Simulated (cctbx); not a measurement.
# A crystallographic session in cctbx: LuSc2Ge2

Library: cctbx 2025.11. The data are simulated by the first script.

## 1. Simulate the data

run.py:

```python
from cctbx import adptbx, crystal, miller, sgtbx, xray
from cctbx.array_family import flex
from iotbx.shelx import hklf
from scitbx import matrix
import scitbx.random

cs = crystal.symmetry(unit_cell=(4.436, 4.436, 7.04, 90, 90, 120), space_group_symbol='Hall: -P 3 2"')  # P-3m1
atoms = [  # label, site, U (iso, or U11 U22 U33 U12 U13 U23 in A^2), occupancy
    ("Lu1", (0, 0, 0), (0.0083, 0.0083, 0.0078, 0.0042, 0.0000, 0.0000), 1),
    ("Ge1", (2/3, 1/3, 0.7389), (0.0088, 0.0088, 0.0093, 0.0044, -0.0000, 0.0000), 1),
    ("Sc1", (2/3, 1/3, 0.3652), (0.0115, 0.0115, 0.0104, 0.0057, 0.0000, 0.0000), 1),
]
xs = xray.structure(crystal_symmetry=cs)
for label, site, u, occ in atoms:
    u = adptbx.u_cif_as_u_star(cs.unit_cell(), u) if isinstance(u, tuple) else u
    xs.add_scatterer(xray.scatterer(label, site=site, u=u, occupancy=occ))
xs.set_inelastic_form_factors(0.7749, "sasaki")
xs.show_summary()
p1 = xs.expand_to_p1()
ms = miller.build_set(p1, anomalous_flag=True, d_min=0.65)
flex.set_random_seed(761806)
scitbx.random.set_random_seed(761806)
ms = ms.select(flex.random_double(ms.size()) < 0.5)
i = ms.structure_factors_from_scatterers(p1, algorithm="direct").f_calc().as_intensity_array().data()
i = i / flex.sqrt(1 + 0.3 * i / flex.max(i))  # extinction
i = i * 5000 / flex.max(i)
sig = flex.sqrt(i + flex.pow2(0.02 * i) + 4 ** 2)
noise = scitbx.random.variate(scitbx.random.normal_distribution())(i.size())
data = ms.array(data=i + sig * noise, sigmas=sig).set_observation_type_xray_intensity()
with open("data.hkl", "w") as f:
    data.export_as_shelx_hklf(f)
print("reflections written:", data.size(), " <I/sigma> = %.1f" % flex.mean(data.data() / data.sigmas()))
for h, a, b in list(data.sort("data"))[:12]:
    print("%4d%4d%4d %9.1f %7.1f" % (h + (a, b)))
```

```console
$ python run.py
```

```text
Number of scatterers: 3
At special positions: 3
Unit cell: (4.436, 4.436, 7.04, 90, 90, 120)
Space group: P -3 m 1 (No. 164)
reflections written: 866  <I/sigma> = 15.4
   2  -1   0    5065.8   122.5
  -1   2   0    4995.9   122.5
  -2   1   0    4881.0   122.5
   1  -1   2    3335.5    88.4
  -1   0   2    3329.3    88.4
   1   0  -2    3300.1    88.4
   1  -1   1    3104.1    82.6
   1   0  -1    2986.7    82.6
  -1   0   1    2947.4    82.6
   3  -3   0    2934.8    77.4
  -3   3   0    2889.3    77.4
   0   3   0    2852.0    77.4
```

Run time: 0.29 s on 1 thread of Arm Neoverse V2, on a shared host, peak memory 0.07 GiB.

## 2. Symmetry

run.py:

```python
from cctbx import crystal, sgtbx, statistics
from cctbx.array_family import flex
from iotbx.shelx import hklf

p1 = crystal.symmetry(unit_cell=(4.436, 4.436, 7.04, 90, 90, 120), space_group_symbol="P 1")
raw = hklf.reader(file_name="data.hkl").as_miller_arrays(crystal_symmetry=p1, anomalous=True)[0]
print(raw.size(), "reflections to d = %.3f A" % raw.d_min())
isig = raw.data() / raw.sigmas()
print("centring   violations  <I/sigma> of those")
best = "P"
for c in "ABCIRF":
    a = raw.customized_copy(space_group_info=sgtbx.space_group_info("Hall: %s 1" % c)).sys_absent_flags().data()
    m = flex.mean(isig.select(a))
    print("%5s %10d of %5d %8.1f" % (c, (isig.select(a) > 4).count(True), a.count(True), m))
    if (isig.select(a) > 4).count(True) < 0.01 * a.count(True):
        best = c
raw = raw.select(~raw.customized_copy(space_group_info=sgtbx.space_group_info("Hall: %s 1" % best)).sys_absent_flags().data())
isig = raw.data() / raw.sigmas()
rows = []
for s in sgtbx.space_group_symbol_iterator():
    g = sgtbx.space_group(s)
    if g.conventional_centring_type_symbol() != best or not g.is_compatible_unit_cell(p1.unit_cell(), 1e-3, 0.02):
        continue
    rows.append((s, g))
print("Laue class    unique    Rint  (classes that these axes allow; Friedel mates merged)")
rint = {}
for s, g in rows:
    laue = g.build_derived_patterson_group()
    key = laue.type().hall_symbol()
    if key not in rint:
        m = raw.customized_copy(space_group_info=laue.info(), anomalous_flag=False).merge_equivalents()
        rint[key] = m.r_int()
        print("%-14s %6d %7.3f" % (laue.type().lookup_symbol(), m.array().size(), m.r_int()))
floor = min(rint.values())
good = [(s, g) for s, g in rows if rint[g.build_derived_patterson_group().type().hall_symbol()] < 2 * floor + 0.03]
top = max(g.build_derived_patterson_group().order_z() for s, g in good)
print("space group    extra absences  I>4sigma  <I/sigma>")
for s, g in good:
    laue = g.build_derived_patterson_group()
    if laue.order_z() != top:
        continue
    a = raw.customized_copy(space_group_info=g.info()).sys_absent_flags().data()
    a &= ~raw.customized_copy(space_group_info=laue.info()).sys_absent_flags().data()
    bad = (isig.select(a) > 4).count(True)
    if bad <= 0.03 * a.count(True):
        print("%-16s %8d %10d %9s  %s" % (s.universal_hermann_mauguin(), a.count(True), bad, "%.1f" % flex.mean(isig.select(a)) if a.count(True) else "-", "centric" if g.is_centric() else "acentric"))
laue = max(good, key=lambda t: t[1].build_derived_patterson_group().order_z())[1].build_derived_patterson_group()
f = raw.customized_copy(space_group_info=laue.info(), anomalous_flag=False).merge_equivalents().array().eliminate_sys_absent().f_sq_as_f()
f.set_observation_type_xray_amplitude()
bins = max(3, min(8, f.size() // 12))
f.setup_binner(n_bins=bins)
w = statistics.wilson_plot(f, {e: n / laue.order_z() for e, n in {'Lu': 1.0, 'Ge': 2.0, 'Sc': 2.0}.items()}, e_statistics=True)
print("Wilson B = %.2f A^2   <|E^2-1|> = %.3f (0.968 centric, 0.736 acentric)   E^2>4: %.1f %%" % (w.wilson_b, w.mean_e_sq_minus_1, w.percent_e_sq_gt_2))
print("shell (A)         n   <I/sigma>")
m = raw.customized_copy(space_group_info=laue.info(), anomalous_flag=False).merge_equivalents().array().eliminate_sys_absent()
for b in m.setup_binner(n_bins=bins).range_used():
    sel = m.binner().selection(b)
    print("%5.2f - %4.2f %6d %8.1f" % (min(m.binner().bin_d_range(b)[0] if m.binner().bin_d_range(b)[0] > 0 else 99, 99), m.binner().bin_d_range(b)[1], sel.count(True), flex.mean((m.data() / m.sigmas()).select(sel))))
```

```console
$ python run.py
```

```text
866 reflections to d = 0.655 A
centring   violations  <I/sigma> of those
    A        369 of   433     15.2
    B        368 of   436     15.2
    C        379 of   437     15.5
    I        367 of   431     15.3
    R        448 of   569     13.7
    F        558 of   653     15.3
Laue class    unique    Rint  (classes that these axes allow; Friedel mates merged)
P -1              654   0.025
P 1 1 2/m         431   0.359
P -3              298   0.028
P -3 1 m          180   0.394
P -3 m 1          198   0.030
P 6/m             163   0.401
P 6/m m m         120   0.404
space group    extra absences  I>4sigma  <I/sigma>
P 3 2 1                 0          0         -  acentric
P 3 m 1                 0          0         -  acentric
P -3 m 1                0          0         -  centric
Wilson B = 0.66 A^2   <|E^2-1|> = 0.672 (0.968 centric, 0.736 acentric)   E^2>4: 0.0 %
shell (A)         n   <I/sigma>
 7.04 - 1.31     31     39.7
 1.31 - 1.04     24     31.2
 1.04 - 0.91     28     33.8
 0.91 - 0.82     26     28.8
 0.82 - 0.77     19     27.1
 0.77 - 0.72     28     24.0
 0.72 - 0.68     21     26.3
 0.68 - 0.65     21     19.3
```

Time: 0.33 s.

## 3. Patterson map

run.py:

```python
from cctbx import crystal, maptbx
from iotbx.shelx import hklf

cs = crystal.symmetry(unit_cell=(4.436, 4.436, 7.04, 90, 90, 120), space_group_symbol='Hall: -P 3 2"')  # P-3m1
raw = hklf.reader(file_name="data.hkl").as_miller_arrays(crystal_symmetry=cs, anomalous=True)[0]
merged = raw.eliminate_sys_absent().merge_equivalents()
fo2 = merged.array().set_observation_type_xray_intensity()
f = fo2.average_bijvoet_mates().f_sq_as_f()
pm = f.patterson_map(symmetry_flags=maptbx.use_space_group_symmetry, sharpening=True, resolution_factor=0.25)
peaks = pm.peak_search(parameters=maptbx.peak_search_parameters(min_distance_sym_equiv=0.4, max_clusters=14)).all()
top = peaks.heights()[0]
print("Patterson group", f.patterson_symmetry().space_group_info())
print("      u       v       w   height  length (A)")
for x, h in zip(peaks.sites(), peaks.heights()):
    y = [t - round(t) for t in x]
    print("%7.3f %7.3f %7.3f %8.1f %8.2f" % (x + (1000 * h / top, cs.unit_cell().length(y))))
```

```console
$ python run.py
```

```text
Patterson group P -3 m 1
      u       v       w   height  length (A)
  0.000   0.000   0.000   1000.0     0.00
  0.333   0.667   0.259    535.6     3.14
  0.333   0.667   0.635    282.8     3.63
  0.333   0.667   0.491    101.6     4.30
  0.000   0.000   0.384    101.6     2.70
  0.333   0.667   0.113     94.8     2.68
 -0.001   0.193   0.061     40.5     0.96
  0.000   0.111   0.111     33.8     0.92
  0.126   0.251   0.018     32.3     0.97
  0.227   0.613   0.756     31.1     2.94
  0.000   0.000   0.133     30.6     0.94
  0.207   0.414   0.237     30.0     2.30
  0.060   0.286   0.164     29.4     1.64
  0.149   0.298   0.848     26.7     1.57
```

Time: 0.29 s.

## 4. Charge flipping

run.py:

```python
import itertools
from cctbx import crystal, maptbx
from cctbx.array_family import flex
from iotbx.shelx import hklf
from smtbx.ab_initio import charge_flipping as cf

cs = crystal.symmetry(unit_cell=(4.436, 4.436, 7.04, 90, 90, 120), space_group_symbol='Hall: -P 3 2"')  # P-3m1
raw = hklf.reader(file_name="data.hkl").as_miller_arrays(crystal_symmetry=cs, anomalous=True)[0]
merged = raw.eliminate_sys_absent().merge_equivalents()
fo2 = merged.array().set_observation_type_xray_intensity()
f = fo2.average_bijvoet_mates().f_sq_as_f().resolution_filter(d_min=0.8)
p1 = f.expand_to_p1()
p1.setup_binner_counting_sorted(reflections_per_bin=max(40, p1.size() // 12))
work = p1.array(data=p1.data() / p1.amplitude_quasi_normalisations().data())
flex.set_random_seed(46452)
it = cf.weak_reflection_improved_iterator(delta=None, weak_reflection_fraction=0.3)
it.start(work, phases=flex.random_double(p1.size()) * 6.2832, f_000=0)
it.delta = 1 * it.rho_map.sigma()
print("cycle      R  skewness")
for n, st in enumerate(itertools.islice(it, 300)):
    if n % 25 == 0:
        print("%5d %6.3f %8.2f" % (n, st.r1_factor(), st.rho_map.skewness()))
rho = p1.phase_transfer(it.f_calc).fft_map().apply_volume_scaling()
polish = cf.low_density_elimination_iterator(constant_rho_c=rho.sigma())
polish.start(f_obs=p1, phases=it.f_calc, f_000=0)
for _ in range(8):
    next(polish)
print("origin shift          correlation  skewness")
maps = []
for fc, shift, cc in itertools.islice(cf.f_calc_symmetrisations(f, polish.f_calc, 0), 4):
    m = f.phase_transfer(fc).fft_map(symmetry_flags=maptbx.use_space_group_symmetry, resolution_factor=0.25).apply_sigma_scaling()
    maps.append((m.skewness(), cc, m))
    print("%6.3f %6.3f %6.3f %10.3f %9.2f" % (tuple(shift) + (cc, m.skewness())))
skew, cc, m = max((t for t in maps if t[1] > maps[0][1] - 0.04), key=lambda t: t[0])
print("taken: symmetry correlation %.3f, skewness %.2f" % (cc, skew))
peaks = m.peak_search(parameters=maptbx.peak_search_parameters(min_distance_sym_equiv=0.9, max_clusters=8)).all()
sps = cs.special_position_settings(min_distance_sym_equiv=0.5)
print("peak      x       y       z  mult  height/sigma")
for k, (x, h) in enumerate(zip(peaks.sites(), peaks.heights())):
    ss = sps.site_symmetry(x)
    print("Q%-3d %7.4f %7.4f %7.4f %4d %8.1f" % ((k + 1,) + tuple(t % 1 for t in ss.exact_site()) + (ss.multiplicity(), h)))
```

```console
$ python run.py
```

```text
cycle      R  skewness
    0  0.550     0.31
   25  0.433     4.61
   50  0.434     4.87
   75  0.426     4.81
  100  0.429     4.52
  125  0.430     4.95
  150  0.439     4.23
  175  0.423     4.39
  200  0.432     4.17
  225  0.422     4.67
  250  0.431     4.19
  275  0.437     4.84
origin shift          correlation  skewness
 0.113  0.957  0.295      0.729      0.59
 0.382  0.671  0.070      0.713      3.48
 0.449  0.634  0.165      0.717      0.96
 0.778  0.270  0.441      0.725      0.81
taken: symmetry correlation 0.713, skewness 3.48
peak      x       y       z  mult  height/sigma
Q1    0.0000  0.0000  0.5000    1     13.0
Q2    0.3333  0.6667  0.7605    2      9.5
Q3    0.3333  0.6667  0.1638    2      5.7
Q4    0.0000  0.0000  0.1037    2      5.0
Q5    0.3333  0.6667  0.9486    2      2.3
Q6    0.0834  0.5417  0.6314    6      1.8
Q7    0.1119  0.2238  0.0503    6      1.6
Q8    0.1215  0.2430  0.3598    6      1.5
```

Time: 0.33 s.

## 5. Charge flipping

run.py, as its changes from the last script of this kind:

```diff
@@ -13,3 +13,2 @@
-p1.setup_binner_counting_sorted(reflections_per_bin=max(40, p1.size() // 12))
-work = p1.array(data=p1.data() / p1.amplitude_quasi_normalisations().data())
-flex.set_random_seed(46452)
+work = p1
+flex.set_random_seed(46453)
@@ -20,2 +19,2 @@
-for n, st in enumerate(itertools.islice(it, 300)):
-    if n % 25 == 0:
+for n, st in enumerate(itertools.islice(it, 600)):
+    if n % 50 == 0:
```

```console
$ python run.py
```

```text
cycle      R  skewness
    0  0.528     0.36
   50  0.325     5.97
  100  0.314     5.45
  150  0.320     5.56
  200  0.330     5.31
  250  0.330     5.49
  300  0.315     5.40
  350  0.318     5.52
  400  0.317     5.44
  450  0.315     5.52
  500  0.322     5.31
  550  0.316     5.69
origin shift          correlation  skewness
 0.738  0.590  0.265      0.823      3.29
 0.735  0.591  0.082      0.821      3.20
 0.394  0.924  0.389      0.807      4.62
 0.067  0.253  0.449      0.814      3.27
taken: symmetry correlation 0.807, skewness 4.62
peak      x       y       z  mult  height/sigma
Q1    0.0000  0.0000  0.0000    1     16.7
Q2    0.3333  0.6667  0.2304    2      9.9
Q3    0.3333  0.6667  0.6755    2      5.1
Q4    0.3333  0.6667  0.0568    2      2.4
Q5    0.0000  0.0000  0.2053    2      2.1
Q6    0.0000  0.0000  0.4157    2      1.9
Q7    0.2434  0.4869  0.4189    6      1.7
Q8    0.8752  0.1248  0.1459    6      1.6
```

Time: 0.39 s.

## 6. Refinement (model from the peaks)

run.py:

```python
import math
from cctbx import adptbx, crystal, maptbx, sgtbx, xray
from cctbx.array_family import flex
from cctbx.xray import observations
from iotbx.shelx import hklf
from scitbx.lstbx import normal_eqns_solving
from smtbx import absolute_structure, utils
from smtbx.refinement import constraints, least_squares

cs = crystal.symmetry(unit_cell=(4.436, 4.436, 7.04, 90, 90, 120), space_group_symbol='Hall: -P 3 2"')  # P-3m1
atoms = [  # label, site, U (iso, or U11 U22 U33 U12 U13 U23 in A^2), occupancy
    ("Lu1", (0, 0, 0), 0.0200, 1),
    ("Ge1", (0.3333, 0.6667, 0.2304), 0.0200, 1),
    ("Sc1", (0.3333, 0.6667, 0.6755), 0.0200, 1),
]
xs = xray.structure(crystal_symmetry=cs)
for label, site, u, occ in atoms:
    u = adptbx.u_cif_as_u_star(cs.unit_cell(), u) if isinstance(u, tuple) else u
    xs.add_scatterer(xray.scatterer(label, site=site, u=u, occupancy=occ))
xs.set_inelastic_form_factors(0.7749, "sasaki")
raw = hklf.reader(file_name="data.hkl").as_miller_arrays(crystal_symmetry=cs, anomalous=True)[0]
merged = raw.eliminate_sys_absent().merge_equivalents()
fo2 = merged.array().set_observation_type_xray_intensity()
print("Rint %.3f, %d unique reflections to %.2f A" % (merged.r_int(), fo2.size(), fo2.d_min()))
for sc in xs.scatterers():
    sc.flags.set_grad_site(True)
    sc.flags.set_grad_u_aniso(sc.flags.use_u_aniso())
    sc.flags.set_grad_u_iso(sc.flags.use_u_iso())
obs = fo2.as_xray_observations()
extra = {}
rep = constraints.reparametrisation(xs, [], utils.connectivity_table(xs), **extra)
ls = least_squares.crystallographic_ls(obs, rep, weighting_scheme=least_squares.mainstream_shelx_weighting(a=0, b=0))
print("cycle     R1     wR2    GooF  max shift (A)")
for cycle in range(6):
    ls.build_up()
    r1, wr2, goof = ls.r1_factor(cutoff_factor=2)[0], ls.wR2(), ls.goof()
    old = xs.sites_cart()
    normal_eqns_solving.levenberg_marquardt_iterations(ls, n_max_iterations=3, tau=0.0001, step_threshold=1e-7)
    big = flex.max((xs.sites_cart() - old).norms())
    print("%4d %7.4f %7.4f %7.3f %9.5f" % (cycle + 1, r1, wr2, goof, big))
    ls.build_up(objective_only=True)
    if abs(ls.wR2() - wr2) < 5e-5 and big < 5e-4:
        break
ls.build_up()
print("final R1 %.4f wR2 %.4f GooF %.3f  parameters %d  data/parameter %.1f" % (ls.r1_factor(cutoff_factor=2)[0], ls.wR2(), ls.goof(), ls.n_parameters, fo2.size() / ls.n_parameters))
cov = ls.covariance_matrix_and_annotations()
su = dict(zip(cov.annotations, (math.sqrt(max(v, 0)) for v in cov.matrix.matrix_packed_u_diagonal())))
a2 = cs.unit_cell().reciprocal_parameters()[0] ** -2
print("atom        x        y        z      Ueq    occ   su(xyz)  su(Uiso or U11)")
for sc in xs.scatterers():
    s = max(su.get(sc.label + k, 0) for k in (".x", ".y", ".z"))
    npd = "" if sc.is_positive_definite_u(cs.unit_cell()) else "  NPD"
    print("%-5s %8.5f %8.5f %8.5f %8.4f %6.3f %8.5f %7.4f%s" % ((sc.label,) + sc.site + (sc.u_iso_or_equiv(cs.unit_cell()), sc.occupancy, s, su.get(sc.label + ".uiso", su.get(sc.label + ".u11", 0) * a2), npd)))
fo = fo2.f_sq_as_f()
fc = fo.structure_factors_from_scatterers(xs, algorithm="direct").f_calc()
diff = fo.f_obs_minus_f_calc(1 / math.sqrt(ls.scale_factor()), fc).average_bijvoet_mates()
m = diff.fft_map(symmetry_flags=maptbx.use_space_group_symmetry, resolution_factor=0.25).apply_volume_scaling()
print("difference map: max %.2f min %.2f rms %.2f" % (m.statistics().max(), m.statistics().min(), m.statistics().sigma()))
peaks = m.peak_search(parameters=maptbx.peak_search_parameters(min_distance_sym_equiv=0.6, max_clusters=5)).all()
near = xs.closest_distances(peaks.sites(), distance_cutoff=4)
sps = cs.special_position_settings(min_distance_sym_equiv=0.5)
for k, (x, h) in enumerate(zip(peaks.sites(), peaks.heights())):
    ss = sps.site_symmetry(x)
    print("Q%-3d %7.4f %7.4f %7.4f %4d %7.2f  %.2f A from %s" % ((k + 1,) + tuple(t % 1 for t in ss.exact_site()) + (ss.multiplicity(), h, near.smallest_distances[k], xs.scatterers()[near.i_seqs[k]].label)))
```

```console
$ python run.py
```

```text
Rint 0.030, 198 unique reflections to 0.65 A
cycle     R1     wR2    GooF  max shift (A)
   1  0.4120  0.7201  25.807   0.32214
   2  0.0429  0.0963   3.451   0.03510
   3  0.0155  0.0326   1.169   0.00000
final R1 0.0155 wR2 0.0326 GooF 1.169  parameters 5  data/parameter 39.6
atom        x        y        z      Ueq    occ   su(xyz)  su(Uiso or U11)
Lu1    0.00000  0.00000  0.00000   0.0074  1.000  0.00000  0.0001
Ge1    0.33333  0.66667  0.26109   0.0087  1.000  0.00010  0.0001
Sc1    0.33333  0.66667  0.63473   0.0113  1.000  0.00019  0.0002
difference map: max 1.02 min -1.39 rms 0.27
Q1    0.1448  0.2895  0.5066    6    1.04  1.71 A from Sc1
Q2    0.1490  0.2979  0.1052    6    0.68  1.36 A from Lu1
Q3    0.1936  0.3872  0.6084    6    0.67  1.09 A from Sc1
Q4    0.1178  0.4767  0.7636   12    0.67  1.28 A from Sc1
Q5    0.3333  0.6667  0.7918    2    0.63  1.11 A from Sc1
```

It took 0.51 s on 1 thread of Arm Neoverse V2, on a shared host, peak memory 0.09 GiB.

[Logs are printed without paths, hosts, clocks, repeated set-up lines and the standing remarks that a program may print on its own settings, such as how far it seeks lower states.]
